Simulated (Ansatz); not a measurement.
# Series on liquid Zn38Se23S15, by temperature

How do cells made at different temperatures differ in energy, pressure, forces and cost?

Computed with Ansatz 0.2.0: Kohn-Sham DFT, PBEsol, PAW (set soft_2). Every run is a single point, with the atoms held where the recipe put them (cutoff of the plane-wave runs 420 eV, gaussian smearing of 0.05 eV).

First member: 76 atoms (38 Zn, 23 Se, 15 S) placed at random at 4.69 g/cm³, melted at 2500 K for 10 ps at fixed volume with the Stillinger-Weber II-VI potential (Zhou et al., Phys. Rev. B 88, 085309 (2013)). Snapshot at the end of a hold of 5 ps at 1870 K and fixed volume.

Last member: 76 atoms (38 Zn, 23 Se, 15 S) placed at random at 4.69 g/cm³, melted at 2640 K for 10 ps at fixed volume with the Stillinger-Weber II-VI potential (Zhou et al., Phys. Rev. B 88, 085309 (2013)). Snapshot at the end of a hold of 5 ps at 2640 K and fixed volume.

The members:

```
temperature (K)  reduced formula  atoms  valence electrons  k-mesh        basis  density (g/cm³)
           1870      Zn38Se23S15     76                914   1×1×1  plane waves             4.69
           2050      Zn38Se23S15     76                914   1×1×1  plane waves             4.69
           2200      Zn38Se23S15     76                914   1×1×1  plane waves             4.69
           2420      Zn38Se23S15     76                914   1×1×1  plane waves             4.69
           2640      Zn38Se23S15     76                914   1×1×1  plane waves             4.69
```

Each cell is one sample from a classical run, so sample-to-sample scatter enters every column; pressures lack the kinetic term.

The input of the first member, without its atom lines; other members have their own cell and atoms, and may differ in mesh, basis and outputs:

```yaml
crystal:
  lattice:
    - [11.9218, 0.0, 0.0]
    - [0.0, 11.9218, 0.0]
    - [0.0, 0.0, 11.9218]
  atoms:
    [... 76 lines ...]
kpoints:
  mp_grid: { grid: [1, 1, 1] }
hamiltonian:
  xc: pbesol
scf:
  occupations: { method: gaussian, width: 0.05 }
output:
  forces: true
  stress: true
  populations: true
  dos:
    method: { smearing: { sigma: 0.15 } }
    de: 0.1
    projected: { site_lists: { S: [S], Se: [Se], Zn: [Zn] } }
  eigenvalues: true
  write_density: true
  write_potential: true
  volumetric_format: npy
```

Predict the trends along the series.

Results:

```csv
temperature (K),energy less the first member's (meV/atom),pressure (GPa),r.m.s. force (eV/Å)
1870,0.0,-3.52,0.675
2050,22.4,-4.51,0.594
2200,96.0,-4.92,0.645
2420,160.0,-5.28,0.586
2640,104.2,-4.43,0.615
```

Cost on 8 threads of Intel Xeon Platinum 8259CL at 2.50GHz (Skylake/Cascade Lake), shared host:

```csv
temperature (K),atoms,basis,k-mesh,SCF cycles,time,host memory (GiB)
1870,76,plane waves,1×1×1,15,23 s,2.8
2050,76,plane waves,1×1×1,16,25 s,2.8
2200,76,plane waves,1×1×1,13,21 s,2.8
2420,76,plane waves,1×1×1,17,25 s,2.8
2640,76,plane waves,1×1×1,14,22 s,2.8
```

Times include the outputs that each run asked for, on hosts shared with other jobs.

**Reading.** The energy against the first member is lowest at 1870 K (0.0 meV/atom) and highest at 2420 K (160.0 meV/atom), rising overall but not at every step; each member is a single configuration. The pressure is lowest at 2420 K (-5.3 GPa) and highest at 1870 K (-3.5 GPa), with no steady trend. All of the 5 members have partly filled levels at the Fermi energy, where the frontier levels stand at most 0.070 eV apart and the tails of the smearing reach across; spin polarisation, left out here, could split them.

Caveats: The starting topology of bonds comes from the classical model, and needn't be the one that DFT or experiment would give. The cells aren't relaxed by DFT, which could reorder their energies.

[Logs are printed without paths, hosts, clocks, repeated set-up lines and the standing remarks that a program may print on its own settings, such as how far it seeks lower states.]

[Hosts, paths, dates, database ids (printed as entryN), source tags and the programs' standing remarks are cut or masked in the printed files.]
